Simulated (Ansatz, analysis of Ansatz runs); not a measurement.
# Li5AuO4 (C2/m), nudged elastic band: V_O hop (2.9 Å) (q = 0), part 3 of 5

Wanted: path and barrier of a jump of O in Li5AuO4 (C2/m) at charge 0. The case: V_O hop (2.9 Å), in a cell of 80 host atoms with 1 O taken out.

Ansatz 0.2.0; plane-wave PAW DFT, PBEsol; nudged elastic band between two relaxed defect structures.

So far: Set-up; Relaxation of the start point, charge 0; Relaxation of the end point, charge 0.

## (4) Nudged elastic band, charge 0

5 movable images are laid between the ends on a pair-potential path, which keeps atoms from colliding in the first guess. Each image feels the true force across the path and a spring force along it. The highest image is set to climb to the top of the path.

This step: plane-wave PAW DFT, PBEsol; nudged elastic band between two relaxed defect structures.

The input, q0.neb/input.yaml:

```yaml
crystal:
  lattice:
    - [9.40268524, 0.0, -0.02548652]
    - [0.0, 9.40405317, 0.0]
    - [-2.07562506, 0.0, 9.16358709]
  atoms:
    - { symbol: Li, position: [-0.00235369, 0.78914139, 0.2477283] }
    - { symbol: Li, position: [0.24930836, 0.28936652, 0.24901005] }
    - { symbol: Li, position: [-0.00135243, 0.28220132, -0.00081673] }
    - { symbol: Li, position: [0.25053097, 0.78243085, 0.0021375] }
    - { symbol: Li, position: [-0.00135961, 0.71500356, -0.00099761] }
    - { symbol: Li, position: [0.25107233, 0.21747344, -0.00119385] }
    - { symbol: Li, position: [-0.00133032, 0.2034461, 0.24949093] }
    - { symbol: Li, position: [0.25094981, 0.70335472, 0.24925231] }
    - { symbol: Li, position: [0.00110525, -0.0019255, -0.00119702] }
    - { symbol: Li, position: [0.25199237, 0.49874011, -0.00081642] }
    - { symbol: Au, position: [-8.046e-05, 0.49831713, 0.24960777] }
    - { symbol: Au, position: [0.25049373, -0.00229388, 0.25120853] }
    - { symbol: O, position: [0.12822011, 0.84984284, 0.12704614] }
    - { symbol: O, position: [0.37782389, 0.35199077, 0.1265846] }
    - { symbol: O, position: [0.11837966, 0.34714003, 0.37145607] }
    - { symbol: O, position: [0.37305119, 0.84941408, 0.37799239] }
    - { symbol: O, position: [0.12975005, 0.14394572, 0.12492051] }
    - { symbol: O, position: [0.37795912, 0.64690809, 0.12533502] }
    - { symbol: O, position: [0.12690595, 0.64474667, 0.37904753] }
    - { symbol: O, position: [0.37183806, 0.14580285, 0.3758081] }
    - { symbol: Li, position: [0.00027816, 0.7911411, 0.74991771] }
    - { symbol: Li, position: [0.25071734, 0.2967451, 0.74866045] }
    - { symbol: Li, position: [-0.00179088, 0.27990984, 0.49935167] }
    - { symbol: Li, position: [0.23048886, 0.80311548, 0.48032091] }
    - { symbol: Li, position: [-0.00080232, 0.71231411, 0.50049681] }
    - { symbol: Li, position: [0.25023035, 0.21676582, 0.50046641] }
    - { symbol: Li, position: [0.00085971, 0.20737868, 0.75003985] }
    - { symbol: Li, position: [0.25077718, 0.7062129, 0.75835411] }
    - { symbol: Li, position: [-0.00275525, -0.00021626, 0.50148442] }
    - { symbol: Li, position: [0.23723296, 0.48520409, 0.48909611] }
    - { symbol: Au, position: [0.00041755, 0.49952858, 0.75044056] }
    - { symbol: Au, position: [0.25093923, -0.00018552, 0.74941949] }
    - { symbol: O, position: [0.13314642, 0.84718357, 0.62588714] }
    - { symbol: O, position: [0.36792434, 0.36578617, 0.61536545] }
    - { symbol: O, position: [0.122297, 0.3523596, 0.87529085] }
    - { symbol: O, position: [0.3724594, 0.85221612, 0.87391897] }
    - { symbol: O, position: [0.12789161, 0.1457232, 0.62412616] }
    - { symbol: O, position: [0.12232369, 0.64714175, 0.87628475] }
    - { symbol: O, position: [0.37101887, 0.14873309, 0.87200986] }
    - { symbol: Li, position: [0.50055204, 0.79164546, 0.24961047] }
    - { symbol: Li, position: [0.74931623, 0.29103558, 0.24972036] }
    - { symbol: Li, position: [0.50421838, 0.28663037, -0.00018434] }
    - { symbol: Li, position: [0.74954034, 0.78076922, -0.00102845] }
    - { symbol: Li, position: [0.49994659, 0.71402893, -0.00037197] }
    - { symbol: Li, position: [0.74858993, 0.21416526, -0.00040424] }
    - { symbol: Li, position: [0.50012536, 0.20725468, 0.2516693] }
    - { symbol: Li, position: [0.749939, 0.70529889, 0.24926083] }
    - { symbol: Li, position: [0.50098261, 0.00277392, 0.00124363] }
    - { symbol: Li, position: [0.73812191, 0.4938559, -0.01055523] }
    - { symbol: Au, position: [0.49990488, 0.49961927, 0.25078293] }
    - { symbol: Au, position: [0.74995306, -0.00286029, 0.25237852] }
    - { symbol: O, position: [0.62812642, 0.8510081, 0.12545612] }
    - { symbol: O, position: [0.88011353, 0.35104872, 0.12752163] }
    - { symbol: O, position: [0.62196535, 0.35267193, 0.37550832] }
    - { symbol: O, position: [0.87551007, 0.8497311, 0.37618083] }
    - { symbol: O, position: [0.62733615, 0.14391328, 0.12958485] }
    - { symbol: O, position: [0.87773846, 0.64557983, 0.12471433] }
    - { symbol: O, position: [0.62277188, 0.64729714, 0.37521544] }
    - { symbol: O, position: [0.87106903, 0.14504636, 0.37714931] }
    - { symbol: Li, position: [0.51585925, 0.80898602, 0.76556102] }
    - { symbol: Li, position: [0.74839515, 0.2942476, 0.7558036] }
    - { symbol: Li, position: [0.49924286, 0.28846776, 0.50212539] }
    - { symbol: Li, position: [0.75231968, 0.78265623, 0.50015576] }
    - { symbol: Li, position: [0.50714158, 0.71999398, 0.50011766] }
    - { symbol: Li, position: [0.74880481, 0.21783176, 0.50196696] }
    - { symbol: Li, position: [0.5030151, 0.2235588, 0.75364695] }
    - { symbol: Li, position: [0.74867482, 0.70592079, 0.7487729] }
    - { symbol: Li, position: [0.50102344, 0.00332465, 0.50188084] }
    - { symbol: Li, position: [0.74824759, 0.49903836, 0.50272489] }
    - { symbol: Au, position: [0.48542649, 0.52196388, 0.73505805] }
    - { symbol: Au, position: [0.75058128, 0.00070713, 0.74960289] }
    - { symbol: O, position: [0.62654265, 0.85401671, 0.62307431] }
    - { symbol: O, position: [0.87869824, 0.3522896, 0.62592388] }
    - { symbol: O, position: [0.62866587, 0.3432993, 0.88329526] }
    - { symbol: O, position: [0.87286765, 0.85205695, 0.87333988] }
    - { symbol: O, position: [0.62692324, 0.14870391, 0.62591012] }
    - { symbol: O, position: [0.87804295, 0.64672024, 0.62533055] }
    - { symbol: O, position: [0.61811729, 0.65664764, 0.87026016] }
    - { symbol: O, position: [0.87665748, 0.14367544, 0.87494249] }
basis:
  ecutwfc: 420
  xc_grid: 2
hamiltonian:
  xc: pbesol
kpoints:
  mp_grid: { grid: [1, 1, 1], shift: [0.25, 0.25, 0.25] }
scf:
  occupations: { method: fixed }
  max_iter: 150
output:
  forces: true
neb:
  images: 5
  f_tol: 0.04
  climbing: true
  initial_path: idpp
  max_iterations: 45
  order_check: false
  final_atoms:
    - { symbol: Li, position: [0.00224037, 0.78913642, 0.25260411] }
    - { symbol: Li, position: [0.25037464, 0.29101528, 0.25090918] }
[... 25 atom lines left out ...]
    - { symbol: Li, position: [0.25122682, 0.7058334, 0.75157841] }
[... 5 atom lines left out ...]
    - { symbol: O, position: [0.37083096, 0.34329283, 0.61748556] }
[... 1 atom line left out ...]
    - { symbol: O, position: [0.37337721, 0.85389979, 0.87708377] }
[... 6 atom lines left out ...]
    - { symbol: Li, position: [0.76921691, 0.80289986, 0.01996055] }
    - { symbol: Li, position: [0.49285165, 0.71988645, 0.00038477] }
[... 4 atom lines left out ...]
    - { symbol: Li, position: [0.76269678, 0.48517724, 0.01147548] }
[... 10 atom lines left out ...]
    - { symbol: Li, position: [0.484149, 0.8088607, 0.73484399] }
[... 3 atom lines left out ...]
    - { symbol: Li, position: [0.49979286, 0.71411162, 0.50065064] }
[... 2 atom lines left out ...]
    - { symbol: Li, position: [0.74909484, 0.70603967, 0.74195504] }
[... 2 atom lines left out ...]
    - { symbol: Au, position: [0.51469592, 0.52209154, 0.76533355] }
[... 1 atom line left out ...]
    - { symbol: O, position: [0.62733882, 0.85233039, 0.62624197] }
[... 5 atom lines left out ...]
    - { symbol: O, position: [0.38184638, 0.65657861, 0.63011106] }
    - { symbol: O, position: [0.87177917, 0.14558453, 0.87662325] }
```

On the command line:

```sh
$ ansatz run input.yaml --threads 4 --pin off --max-ram 14131MiB --backend cpu --events-out ev --progress --plain --runs-dir out
```

Numbers of over 12 decimals in the logs are rounded to 6 here.

The program printed:

```text
[...]
Warning: neb: disabling space-group detection — the band's intermediate images generally break the endpoint symmetry, so the full k-mesh is solved, and no spatial operation symmetrises the density, except that a semilocal band can use its path's symmetry [...]
[...]
parallel-image band execution: 4 concurrent image workers
NEB image 0
Crystal: 79 atoms, lattice volume = 809.778 Å³
Basis set: ecut = 420 eV, 15817 PW (Γ), exchange–correlation on 128×128×128 points (8 copies of the dense FFT grid, shifted against one another)
Bands: 308, of which v1, the nominal top of the filled ones, is band 229 counted from 1 (228 counted from 0)
Symmetry: 1 space group operations
k-points: 1
[...]
SCF iter   1: F=—  HF=-129606.673759 eV  |F-HF|=—  |Δ(HF+E_count)|=         —  Δρ=1.41e-2  dr2=1.40e0  ethr=1.77e-3  ⟨swp⟩=5.0  Hψ=911  notcnv=0  defer=73
[...]
SCF iter  10: F=-129606.294588 eV  HF=-129606.294588 eV  |F-HF|=3.26e-8  |Δ(HF+E_count)|=   1.54e-7  Δρ=3.34e-6  dr2=9.39e-8  ethr=2.18e-11  ⟨swp⟩=4.0  Hψ=771  notcnv=0
SCF 1 converged in 10 iterations: F = -129606.294588 eV  dr2 = 9.39e-8
[...]
NSCF: frozen V_eff on 1 k-points
NEB image 6
SCF iter   1: F=—  HF=-129606.670862 eV  |F-HF|=—  |Δ(HF+E_count)|=         —  Δρ=1.41e-2  dr2=1.41e0  ethr=1.77e-3  ⟨swp⟩=6.0  Hψ=1041  notcnv=0  defer=73
[...]
SCF iter  10: F=-129606.288086 eV  HF=-129606.288086 eV  |F-HF|=3.50e-8  |Δ(HF+E_count)|=   1.51e-7  Δρ=3.40e-6  dr2=9.71e-8  ethr=2.18e-11  ⟨swp⟩=4.0  Hψ=897  notcnv=0
SCF 2 converged in 10 iterations: F = -129606.288086 eV  dr2 = 9.71e-8
[...]
NEB end point (image 0): max|allowed force component| = 4.314e-3 eV/Å (the criterion of neb.relax_end_points is 1.000e-2)
NEB end point (image 6): max|allowed force component| = 6.138e-3 eV/Å (the criterion of neb.relax_end_points is 1.000e-2)
NEB image 1
SCF iter   1: F=—  HF=-129605.682875 eV  |F-HF|=—  |Δ(HF+E_count)|=         —  Δρ=1.44e-2  dr2=1.53e0  ethr=1.77e-3  ⟨swp⟩=6.0  Hψ=1042  notcnv=0  defer=73
[...]
SCF iter  11: F=-129605.263289 eV  HF=-129605.263289 eV  |F-HF|=2.11e-8  |Δ(HF+E_count)|=   1.60e-8  Δρ=2.44e-6  dr2=4.94e-8  ethr=2.18e-11  ⟨swp⟩=4.0  Hψ=853  notcnv=0
SCF 3 converged in 11 iterations: F = -129605.263289 eV  dr2 = 4.94e-8
NEB image 2
SCF iter   1: F=—  HF=-129603.247686 eV  |F-HF|=—  |Δ(HF+E_count)|=         —  Δρ=1.60e-2  dr2=2.38e0  ethr=1.77e-3  ⟨swp⟩=5.0  Hψ=1056  notcnv=0  defer=74
[...]
SCF iter  12: F=-129602.596012 eV  HF=-129602.596012 eV  |F-HF|=6.04e-9  |Δ(HF+E_count)|=   3.31e-8  Δρ=1.83e-6  dr2=2.57e-8  ethr=2.18e-11  ⟨swp⟩=3.0  Hψ=763  notcnv=0
SCF 4 converged in 12 iterations: F = -129602.596012 eV  dr2 = 2.57e-8
NEB image 3
SCF iter   1: F=—  HF=-129601.483333 eV  |F-HF|=—  |Δ(HF+E_count)|=         —  Δρ=1.80e-2  dr2=3.73e0  ethr=1.77e-3  ⟨swp⟩=5.0  Hψ=928  notcnv=0  defer=75
[...]
SCF iter  13: F=-129600.538097 eV  HF=-129600.538097 eV  |F-HF|=1.02e-8  |Δ(HF+E_count)|=   4.00e-8  Δρ=2.39e-6  dr2=4.30e-8  ethr=2.18e-11  ⟨swp⟩=3.0  Hψ=770  notcnv=0
SCF 5 converged in 13 iterations: F = -129600.538097 eV  dr2 = 4.30e-8
NEB image 4
SCF iter   1: F=—  HF=-129603.224772 eV  |F-HF|=—  |Δ(HF+E_count)|=         —  Δρ=1.59e-2  dr2=2.37e0  ethr=1.77e-3  ⟨swp⟩=5.0  Hψ=928  notcnv=0  defer=74
[...]
SCF iter  12: F=-129602.572128 eV  HF=-129602.572128 eV  |F-HF|=4.28e-9  |Δ(HF+E_count)|=   3.03e-8  Δρ=1.85e-6  dr2=2.71e-8  ethr=2.18e-11  ⟨swp⟩=3.0  Hψ=763  notcnv=0
SCF 6 converged in 12 iterations: F = -129602.572128 eV  dr2 = 2.71e-8
NEB image 5
SCF iter   1: F=—  HF=-129605.671713 eV  |F-HF|=—  |Δ(HF+E_count)|=         —  Δρ=1.44e-2  dr2=1.53e0  ethr=1.77e-3  ⟨swp⟩=6.0  Hψ=1042  notcnv=0  defer=74
[...]
SCF iter  11: F=-129605.250932 eV  HF=-129605.250932 eV  |F-HF|=2.09e-8  |Δ(HF+E_count)|=   1.50e-8  Δρ=2.44e-6  dr2=5.00e-8  ethr=2.18e-11  ⟨swp⟩=4.0  Hψ=853  notcnv=0
SCF 7 converged in 11 iterations: F = -129605.250932 eV  dr2 = 5.00e-8
NEB iter   1: max|band force component| = 1.662e1 eV/Å  barrier→ = 5.7565 eV  barrier← = 5.7500 eV  Δτ_max = 0.1970 Å  (79 SCF iters)
NEB image 1
[...]
iter 1 solved again at ethr=5.19e-5 eV; its pass at ethr=3.10e-3 eV (dr2=2.38e-1 eV) is discarded
[...]
SCF iter  10: F=-129605.807655 eV  HF=-129605.807655 eV  |F-HF|=5.86e-9  |Δ(HF+E_count)|=   1.41e-7  Δρ=2.08e-6  dr2=3.69e-8  ethr=2.18e-11  ⟨swp⟩=3.0  Hψ=770  notcnv=0
SCF 8 converged in 10 iterations: F = -129605.807655 eV  dr2 = 3.69e-8
NEB image 2
[...]
SCF iter  11: F=-129604.641281 eV  HF=-129604.641281 eV  |F-HF|=6.04e-8  |Δ(HF+E_count)|=   5.35e-8  Δρ=3.29e-6  dr2=8.68e-8  ethr=2.18e-11  ⟨swp⟩=4.0  Hψ=771  notcnv=0
SCF 9 converged in 11 iterations: F = -129604.641281 eV  dr2 = 8.68e-8
NEB image 3
[...]
SCF iter  12: F=-129603.202659 eV  HF=-129603.202659 eV  |F-HF|=7.79e-9  |Δ(HF+E_count)|=  8.88e-10  Δρ=1.49e-6  dr2=1.79e-8  ethr=2.18e-11  ⟨swp⟩=3.0  Hψ=766  notcnv=0
SCF 10 converged in 12 iterations: F = -129603.202659 eV  dr2 = 1.79e-8
NEB image 4
[...]
SCF iter  11: F=-129604.633484 eV  HF=-129604.633484 eV  |F-HF|=6.05e-8  |Δ(HF+E_count)|=   5.46e-8  Δρ=3.31e-6  dr2=8.86e-8  ethr=2.18e-11  ⟨swp⟩=3.0  Hψ=770  notcnv=0
SCF 11 converged in 11 iterations: F = -129604.633484 eV  dr2 = 8.86e-8
NEB image 5
[...]
SCF iter  10: F=-129605.802200 eV  HF=-129605.802200 eV  |F-HF|=2.05e-9  |Δ(HF+E_count)|=   1.44e-7  Δρ=2.00e-6  dr2=3.40e-8  ethr=2.18e-11  ⟨swp⟩=3.0  Hψ=769  notcnv=0
SCF 12 converged in 10 iterations: F = -129605.802200 eV  dr2 = 3.40e-8
NEB iter   2: max|band force component| = 4.551e0 eV/Å  barrier→ = 3.0919 eV  barrier← = 3.0854 eV  Δτ_max = 0.1353 Å  (54 SCF iters)
NEB image 1
[...]
SCF iter   9: F=-129605.916575 eV  HF=-129605.916574 eV  |F-HF|=3.91e-8  |Δ(HF+E_count)|=   1.36e-7  Δρ=3.44e-6  dr2=9.24e-8  ethr=2.18e-11  ⟨swp⟩=4.0  Hψ=875  notcnv=0
SCF 13 converged in 9 iterations: F = -129605.916575 eV  dr2 = 9.24e-8
NEB image 2
[...]
SCF iter  10: F=-129604.995625 eV  HF=-129604.995625 eV  |F-HF|=1.97e-8  |Δ(HF+E_count)|=   7.15e-8  Δρ=2.50e-6  dr2=4.92e-8  ethr=2.18e-11  ⟨swp⟩=4.0  Hψ=767  notcnv=0
SCF 14 converged in 10 iterations: F = -129604.995625 eV  dr2 = 4.92e-8
NEB image 3
[...]
SCF 42 converged in 7 iterations: F = -129605.957910 eV  dr2 = 4.69e-8
NEB image 1
[...]
NEB image 2
[...]
NEB image 4
[...]
NEB image 5
[...]
NEB image 3
[...]
the band table was solved once a step of the walk had ended and its energy, with any forces and stress, was formed, with the checks that follow a solve (1337 applications of the Hamiltonian). They found nothing against the state; [...]
NEB iter   8: max|band force component| = 3.484e-2 eV/Å  barrier→ = 2.3015 eV  barrier← = 2.2950 eV  CI = image 3  Δτ_max = 0.0000 Å  (37 SCF iters)
SCF converged after 8 iterations
Free energy (F): -129603.993100 eV
[...]
Internal energy: -129603.993100 eV  (E = F + TS)
E sigma→0 (E₀):  -129603.993100 eV
Fermi energy:    6.597727 eV
[...]
--- Forces (eV/Å), atoms counted from 1 ---
  atom   1  Li     0.00008996     0.00272699    -0.00166754
  atom   2  Li     0.00168198    -0.00017805     0.00144112
  [... 25 atoms left out ...]
  atom  28  Li     0.00181156    -0.00186704    -0.00618756
  [... 5 atoms left out ...]
  atom  34  O      0.00867985    -0.01751125     0.00310842
  [... 1 atom left out ...]
  atom  36  O      0.00353290     0.00995615    -0.01065165
  [... 7 atoms left out ...]
  atom  44  Li    -0.00237635     0.00210093     0.01138082
  [... 15 atoms left out ...]
  atom  60  Li    -0.01008673    -0.00366257     0.00576208
  [... 3 atoms left out ...]
  atom  64  Li    -0.00264386     0.00109344    -0.00738526
  [... 2 atoms left out ...]
  atom  67  Li    -0.00058668     0.00268829    -0.00062125
  [... 2 atoms left out ...]
  atom  70  Au    -0.02445636     0.01093294    -0.00484451
  [... 1 atom left out ...]
  atom  72  O      0.00107052    -0.00031589     0.00980135
  [... 5 atoms left out ...]
  atom  78  O      0.02954730     0.01342567    -0.01856472
  [... 1 atom left out ...]
  max |Σ_I F_I| component: 3.01e-5 eV/Å
--- Band table (eV) ---
[...]
this run last wrote the band of iteration 8 to <dir>
--- NEB band (7 images, 8 band iterations, 388 SCF iterations) ---
  forward barrier  = 2.301488 eV
  backward barrier = 2.294986 eV
  climbing image's point = of an order that was not read
  energies are F+E_penalty+E_count in eV, relative to image 0
  image     s (Å)  Δ vs image 0  max|band force component| (eV/Å)
      0    0.0000      0.000000                                 —
      1    0.7680      0.350760                          7.945e-3
      2    1.5359      1.190678                          1.168e-2
  *   3    2.3037      2.301488                          3.484e-2
      4    3.0504      1.168631                          1.859e-2
      5    3.7973      0.336678                          8.392e-3
      6    4.5443      0.006502                                 —
  climbing-image geometry (image 3):
  cell:  # Å, volume = 809.7776 Å³
    - [9.40268524, 0.0, -0.02548652]
    - [0.0, 9.40405317, 0.0]
    - [-2.07562506, 0.0, 9.16358709]
  atoms:
    - { symbol: Li, position: [-0.002008, 0.779159, 0.252656] }
    - { symbol: Li, position: [0.252345, 0.286067, 0.247439] }
    - { symbol: Li, position: [0.003125, 0.278350, -0.000802] }
    - { symbol: Li, position: [0.242398, 0.779556, 0.010768] }
    - { symbol: Li, position: [-0.003377, 0.707429, -0.002649] }
    - { symbol: Li, position: [0.251561, 0.220328, -0.002923] }
    - { symbol: Li, position: [0.001637, 0.197705, 0.248953] }
    - { symbol: Li, position: [0.252176, 0.697991, 0.254944] }
    - { symbol: Li, position: [0.007218, -0.004067, -0.001027] }
    - { symbol: Li, position: [0.255304, 0.499075, -0.005186] }
    - { symbol: Au, position: [0.000265, 0.494380, 0.250390] }
    - { symbol: Au, position: [0.249493, -0.007732, 0.250164] }
    - { symbol: O, position: [0.119894, 0.844029, 0.132179] }
    - { symbol: O, position: [0.379766, 0.351964, 0.123897] }
    - { symbol: O, position: [0.120173, 0.344086, 0.368638] }
    - { symbol: O, position: [0.370499, 0.845711, 0.380693] }
    - { symbol: O, position: [0.132537, 0.140421, 0.122898] }
    - { symbol: O, position: [0.378396, 0.646203, 0.123397] }
    - { symbol: O, position: [0.126887, 0.638685, 0.384238] }
    - { symbol: O, position: [0.375978, 0.140192, 0.367264] }
    - { symbol: Li, position: [-0.001328, 0.787188, 0.752300] }
    - { symbol: Li, position: [0.252069, 0.295694, 0.742245] }
    - { symbol: Li, position: [0.000563, 0.279661, 0.498097] }
    - { symbol: Li, position: [0.227729, 0.804415, 0.484769] }
    - { symbol: Li, position: [-0.000384, 0.708154, 0.506929] }
    - { symbol: Li, position: [0.253051, 0.201857, 0.497470] }
    - { symbol: Li, position: [0.001991, 0.209320, 0.748055] }
    - { symbol: Li, position: [0.273213, 0.721199, 0.767824] }
    - { symbol: Li, position: [-0.006377, -0.002853, 0.501988] }
    - { symbol: Li, position: [0.247538, 0.470120, 0.494220] }
    - { symbol: Au, position: [-0.000122, 0.500265, 0.750471] }
    - { symbol: Au, position: [0.241441, 0.007461, 0.755888] }
    - { symbol: O, position: [0.130523, 0.850002, 0.631785] }
    - { symbol: O, position: [0.369600, 0.335927, 0.609326] }
    - { symbol: O, position: [0.123564, 0.352655, 0.872523] }
    - { symbol: O, position: [0.354170, 0.877594, 0.903719] }
    - { symbol: O, position: [0.121424, 0.143980, 0.617175] }
    - { symbol: O, position: [0.124231, 0.646573, 0.875568] }
    - { symbol: O, position: [0.370064, 0.154978, 0.871618] }
    - { symbol: Li, position: [0.498050, 0.786339, 0.251216] }
    - { symbol: Li, position: [0.751069, 0.286929, 0.249593] }
    - { symbol: Li, position: [0.503469, 0.286347, -0.003495] }
    - { symbol: Li, position: [0.769465, 0.803759, 0.021229] }
    - { symbol: Li, position: [0.487537, 0.729182, -0.024741] }
    - { symbol: Li, position: [0.751003, 0.202232, -0.001265] }
    - { symbol: Li, position: [0.501716, 0.209594, 0.248120] }
    - { symbol: Li, position: [0.744055, 0.697881, 0.249546] }
    - { symbol: Li, position: [0.489226, 0.007921, 0.016288] }
    - { symbol: Li, position: [0.756104, 0.470237, 0.002886] }
    - { symbol: Au, position: [0.499675, 0.499450, 0.250212] }
    - { symbol: Au, position: [0.749972, -0.006878, 0.250723] }
    - { symbol: O, position: [0.626120, 0.846335, 0.123517] }
    - { symbol: O, position: [0.883868, 0.344088, 0.128306] }
    - { symbol: O, position: [0.623204, 0.351708, 0.372799] }
    - { symbol: O, position: [0.874955, 0.844426, 0.372983] }
    - { symbol: O, position: [0.628224, 0.141606, 0.129152] }
    - { symbol: O, position: [0.869984, 0.638520, 0.120322] }
    - { symbol: O, position: [0.617584, 0.646169, 0.380208] }
    - { symbol: O, position: [0.870573, 0.141094, 0.374851] }
    - { symbol: Li, position: [0.500027, 0.891442, 0.746456] }
    - { symbol: Li, position: [0.752156, 0.293988, 0.753643] }
    - { symbol: Li, position: [0.500718, 0.283708, 0.499354] }
    - { symbol: Li, position: [0.752074, 0.779630, 0.495283] }
    - { symbol: Li, position: [0.504966, 0.723141, 0.525268] }
    - { symbol: Li, position: [0.752008, 0.220595, 0.500044] }
    - { symbol: Li, position: [0.502141, 0.220140, 0.748267] }
    - { symbol: Li, position: [0.725387, 0.714793, 0.739481] }
    - { symbol: Li, position: [0.511536, 0.005299, 0.484009] }
    - { symbol: Li, position: [0.742379, 0.498662, 0.507558] }
    - { symbol: Au, position: [0.504896, 0.502871, 0.742454] }
    - { symbol: Au, position: [0.758246, 0.003938, 0.745932] }
    - { symbol: O, position: [0.636148, 0.869693, 0.608141] }
    - { symbol: O, position: [0.879647, 0.352811, 0.624588] }
    - { symbol: O, position: [0.635838, 0.336733, 0.885362] }
    - { symbol: O, position: [0.865222, 0.847219, 0.873278] }
    - { symbol: O, position: [0.634288, 0.151123, 0.624625] }
    - { symbol: O, position: [0.872576, 0.646863, 0.628844] }
    - { symbol: O, position: [0.484985, 0.711056, 0.759245] }
    - { symbol: O, position: [0.883265, 0.141902, 0.878048] }
```

Wall time 14 min (4 threads of Arm Neoverse V1, shared host); peak memory 4.9 GiB; 36 min of CPU time.

The column dr2 measures how far the density is from self-consistency, as an energy; F and HF (Harris–Foulkes) agree once it is small.

[end of part 3 of 5]

[Logs are printed without paths, hosts, clocks, repeated set-up lines and the standing remarks that a program may print on its own settings, such as how far it seeks lower states.]

[Hosts, paths, dates, database ids (printed as entryN), source tags and the programs' standing remarks are cut or masked in the printed files.]
